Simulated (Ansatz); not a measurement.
# bond stretched by 0.8 Å, between In atomic chains under bias, part 2 of 2

Is the junction ohmic, and where does the voltage drop?

Ansatz 0.2.0; DFT PBE, plane waves, PAW; current against voltage, self-consistent under bias.

So far: The structure; The sweep under bias.

## 2. The sweep under bias (continued)

The electron density less that at 0 V, planar mean (0.3 V) oscillates, so the rows of the table below give means over windows of 5 Å about each position, cut where the curve ends. Its first 14 maxima inside the range that stand out by 2 % of the span (Å: e/Å³): 96.0: 4.3e-5, 100.2: 1.1e-5, 103.1: 2.1e-5, 106.1: 4.2e-5, 109.0: 5.6e-5, 111.6: 6.2e-5, 114.5: 6.9e-5, 116.2: -6.7e-6, 118.8: -8.5e-6, 121.0: 8.0e-5, 123.3: 8.3e-5, 125.9: 3.9e-5, 128.2: 2.6e-5, 131.1: 5.2e-5. Its first 14 minima: 99.6: -1.6e-7, 102.2: -7.3e-6, 105.1: -1.7e-5, 107.7: -2.1e-5, 110.6: -2.2e-5, 112.9: -2.6e-5, 115.5: -2.0e-5, 117.8: -5.9e-5, 119.4: -3.8e-5, 122.3: -4.6e-5, 124.6: -8.4e-5, 127.2: -1.1e-4, 129.8: -1.0e-4, 132.4: -6.6e-5.

Electron density less that at 0 V, planar mean against z; means over each step:

| z (Å) | 0.3 V (e/Å³) | 0.6 V (e/Å³) | 1 V (e/Å³) | 1.5 V (e/Å³) |
| --- | --- | --- | --- | --- |
| 95 | 2.1e-5 | 4.4e-5 | 7.3e-5 | 1.1e-4 |
| 100 | 6.5e-6 | 1.2e-5 | 1.8e-5 | 2.4e-5 |
| 105 | 2.6e-6 | 3.1e-6 | 4.2e-6 | 6.3e-6 |
| 110 | 8.7e-6 | 1.2e-5 | 1.8e-5 | 2.5e-5 |
| 115 | -6.5e-6 | -9.4e-6 | -1.2e-5 | -1.7e-5 |
| 120 | 9.8e-7 | -5.5e-6 | -1.9e-5 | -3.8e-5 |
| 125 | -6.5e-6 | 1.1e-6 | 1.5e-5 | 3.5e-5 |
| 130 | -1.6e-5 | -2.0e-5 | -2.7e-5 | -2.7e-5 |
| 135 | 6.8e-5 | 1.4e-4 | 2.1e-4 | 2.8e-4 |
| 140 | -7.9e-5 | -1.5e-4 | -2.0e-4 | -2.5e-4 |
| 145 | 2.8e-5 | 2.0e-5 | 5.7e-6 | -2.4e-5 |
| 150 | -3.7e-6 | 1.2e-5 | 1.1e-5 | 1.2e-5 |
| 155 | 2.4e-6 | -5.8e-6 | 1.2e-6 | -4.5e-6 |
| 160 | 1.3e-5 | 8.7e-6 | 4.8e-6 | 9.1e-6 |
| 165 | -7.4e-6 | -5.4e-6 | -9.9e-6 | -1.3e-5 |
| 170 | -4.3e-6 | -1.3e-6 | 6.8e-7 | -1.0e-6 |
| 175 | 1.4e-6 | 4.2e-6 | 7.1e-6 | 8.9e-6 |
| 180 | -2.1e-5 | -3.9e-5 | -6.9e-5 | -1.0e-4 |
| 185 | -8.8e-6 | -2.0e-5 | -2.7e-5 | -4.0e-5 |

By hand: at 1.5 V the window reaches from -0.75 to 0.75 eV, and the mean transmission a spin over it is 1.08. With sharp Fermi edges I = G0 × V × T̄ = 77.48 μS × 1.5 V × 1.08 = 125 μA, against 125 μA from the program at 300 K.

The zero-bias conductance is 2.29 G₀; current over voltage goes 1.85 at +0.3 V, 1.28 at +0.6 V, 1.14 at +1 V and 1.08 at +1.5 V in the same unit. The leads' misfit reaches 45 meV.

## 3. Current against voltage

This step: DFT PBE, plane waves, PAW; current against voltage, self-consistent under bias; changed: scf.max_iter = 2 (Ansatz 0.2.0).

The input of the bias sweep is made doubtful on purpose.

Input file input.yaml:

```yaml
crystal:
  lattice:
    - [6.0, 0.0, 0.0]
    - [0.0, 6.0, 0.0]
    - [0.0, 0.0, 97.45]
  atoms:
    - { symbol: In, position: [0.5, 0.5, 0.0] }
    - { symbol: In, position: [0.5, 0.5, 0.029245767] }
    - { symbol: In, position: [0.5, 0.5, 0.058491534] }
    - { symbol: In, position: [0.5, 0.5, 0.087737301] }
    - { symbol: In, position: [0.5, 0.5, 0.116983068] }
    - { symbol: In, position: [0.5, 0.5, 0.146228835] }
    - { symbol: In, position: [0.5, 0.5, 0.175474602] }
    - { symbol: In, position: [0.5, 0.5, 0.204720369] }
    - { symbol: In, position: [0.5, 0.5, 0.233966136] }
    - { symbol: In, position: [0.5, 0.5, 0.263211904] }
    - { symbol: In, position: [0.5, 0.5, 0.292457671] }
    - { symbol: In, position: [0.5, 0.5, 0.321703438] }
    - { symbol: In, position: [0.5, 0.5, 0.350949205] }
    - { symbol: In, position: [0.5, 0.5, 0.380194972] }
    - { symbol: In, position: [0.5, 0.5, 0.409440739] }
    - { symbol: In, position: [0.5, 0.5, 0.446895844] }
    - { symbol: In, position: [0.5, 0.5, 0.476141611] }
    - { symbol: In, position: [0.5, 0.5, 0.505387378] }
    - { symbol: In, position: [0.5, 0.5, 0.534633145] }
    - { symbol: In, position: [0.5, 0.5, 0.563878912] }
    - { symbol: In, position: [0.5, 0.5, 0.593124679] }
    - { symbol: In, position: [0.5, 0.5, 0.622370446] }
    - { symbol: In, position: [0.5, 0.5, 0.651616213] }
    - { symbol: In, position: [0.5, 0.5, 0.680861981] }
    - { symbol: In, position: [0.5, 0.5, 0.710107748] }
    - { symbol: In, position: [0.5, 0.5, 0.739353515] }
    - { symbol: In, position: [0.5, 0.5, 0.768599282] }
    - { symbol: In, position: [0.5, 0.5, 0.797845049] }
    - { symbol: In, position: [0.5, 0.5, 0.827090816] }
    - { symbol: In, position: [0.5, 0.5, 0.856336583] }
kpoints:
  mp_grid: { grid: [1, 1, 1] }
scf:
  occupations: { method: fermi_dirac, width: 0.1 }
  max_iter: 2
hamiltonian:
  xc: pbe
output:
  current_voltage:
    leads: [[8, 9], [20, 21]]
    bias: [0.3, 0.6, 1.0, 1.5]
    electrode_ends: [14, 15]
    kmesh: [1, 1]
  write_potential: true
  write_density: true
  volumetric_format: npy
basis:
  ecutwfc: "340 eV"
```

Started as:

```
> ansatz run input.yaml --threads 8 --pin off --max-ram 16384MiB --backend cpu --events-out ev --progress --plain --runs-dir out
```

Numbers of over 12 decimals in the logs are rounded to 6 here.

The log of the run:

```text
Warning: basis.ecutwfc = 340 eV is below the records' recommended 420 eV, and the density's cutoff is lower with it unless basis.ecutrho_ratio is high enough to keep the records' density cutoff: compare with a run at a higher cutoff
Engine: ansatz 0.2.0, aarch64-unknown-linux-gnu
Pseudopotentials: kind: paw
Pseudopotential: In, paw, valence charge 13, recommended cutoff 420 eV (normal), In.paw.azcp
Functional definition: PBE
  parameter kappa = 0.804
  parameter beta = 0.066725
  exchange = pbe_x(kappa = kappa, mu = beta*pi^2/3)
  correlation = pbe_c(beta = beta)
Crystal: 30 atoms, lattice volume = 3508.200 Å³
Basis set: ecut = 340 eV, 49721 PW (Γ)
Bands: 234, of which v1, the nominal top of the filled ones, is band 195 counted from 1 (194 counted from 0)
Symmetry: 16 space group operations
Space group: P4/mmm (ITA 123), of the structure as read, at distance tolerance 1.5e-4 Å
k-points: 1
Non-local potential: In, projectors of the file, l = 0: 2, l = 1: 2, l = 2: 2, l = 3: 2
PAW form: soft (Blöchl's): semilocal exchange-correlation on the pseudo side does not see the compensation charge
PAW one-centre angular grid: In, 590 points (default); XC on 64 Gauss nodes
Initial density: superposition of atomic densities (neutral atoms: chi_scale 0, normalization atom), corrected by the library's trained network
Initial wavefunctions: pseudopotential atomic-orbital guess
Functional: x = pbe(κ = 0.804, μ = 0.219515), c = pbe(β = 0.066725)
SCF iter   1: F=—  HF=-167895.827782 eV  |F-HF|=—  |Δ(HF+E_count)|=         —  Δρ=1.91e-3  dr2=4.83e0  ethr=1.77e-3  ⟨swp⟩=8.0  Hψ=2167  notcnv=0
preconditioner: auto → LDOS  [metal: Δε(μ)=0.104 eV  Ē_g=13.446 eV  σ=0.100 eV  W_gap=0.24  n_scr=402 (ndim 8)  ℏωp=12.4 eV  f_vac=0.524  D(μ)=69.60/eV (n_scr^D=402)  β→1.0]
SCF iter   2: F=—  HF=-167895.759736 eV  |F-HF|=—  |Δ(HF+E_count)|=   6.80e-2  Δρ=1.15e-3  dr2=2.70e-1  ethr=1.24e-3  ⟨swp⟩=8.0  Hψ=1398  notcnv=0
Error: did not converge after 2 iterations: dr2 = 2.70e-1 (threshold 1.00e-7), under the density mixer `msr1`, which `scf.mixing.algorithm: auto` chose by the deck's other keys (type `scf.mixing.algorithm: msr1` to keep it); raise `scf.max_iter`, which need not help a stalled SCF, or adjust the mixing (`scf.mixing`) or, under a smearing, its width (`scf.occupations.width`, in either direction: another width is another result); this SCF holds its density and magnetisation to the symmetry operations that it keeps, and cannot end on a state that breaks one of them: if the state sought breaks one, re-run with `crystal.symmetry.detect: [rest of the remark cut]
```

The job ended after 6.1 s (8 threads of Arm Neoverse V2, shared host; peak memory 1.9 GiB).

No converged result was reached; the numbers in the log don't describe the system.

The program's message: “Error: did not converge after 2 iterations: dr2 = 2.70e-1 (threshold 1.00e-7), under the density mixer `msr1`, which `scf.mixing.algorithm: auto` chose by the deck's other keys (type `scf.mixing.algor …”

The fault put into the input: too few SCF iterations (scf.max_iter = 2).

## 4. Outcome

| Quantity | Value |
| --- | --- |
| conductance at zero bias | 2.29 G₀ |
| current at +0.3 V | 43.1 μA |
| current at +0.6 V | 59.4 μA |
| current at +1 V | 87.9 μA |
| current at +1.5 V | 125 μA |

**Reading.** The junction conducts 2.29 G₀ at zero bias and carries 125 μA at 1.50 V. At 1.50 V the current is 0.47 times what the zero-bias conductance would give; over all biases of the sweep that ratio lies between 0.47 and 0.81. Of the 1.50 V, 1.41 V drops at the junction and the rest at the reservoirs. A wire screens slowly, so the current depends on the leads' length and the box width; neither was converged here. Transport is coherent and elastic here: the atoms are frozen, so scattering by vibrations plays no part. A cutoff under the files' recommended one was taken to save time; its effect on T(E) was not tested here.

[Logs are printed without paths, hosts, clocks, repeated set-up lines and the standing remarks that a program may print on its own settings, such as how far it seeks lower states.]

[Hosts, paths, dates, database ids (printed as entryN), source tags and the programs' standing remarks are cut or masked in the printed files.]
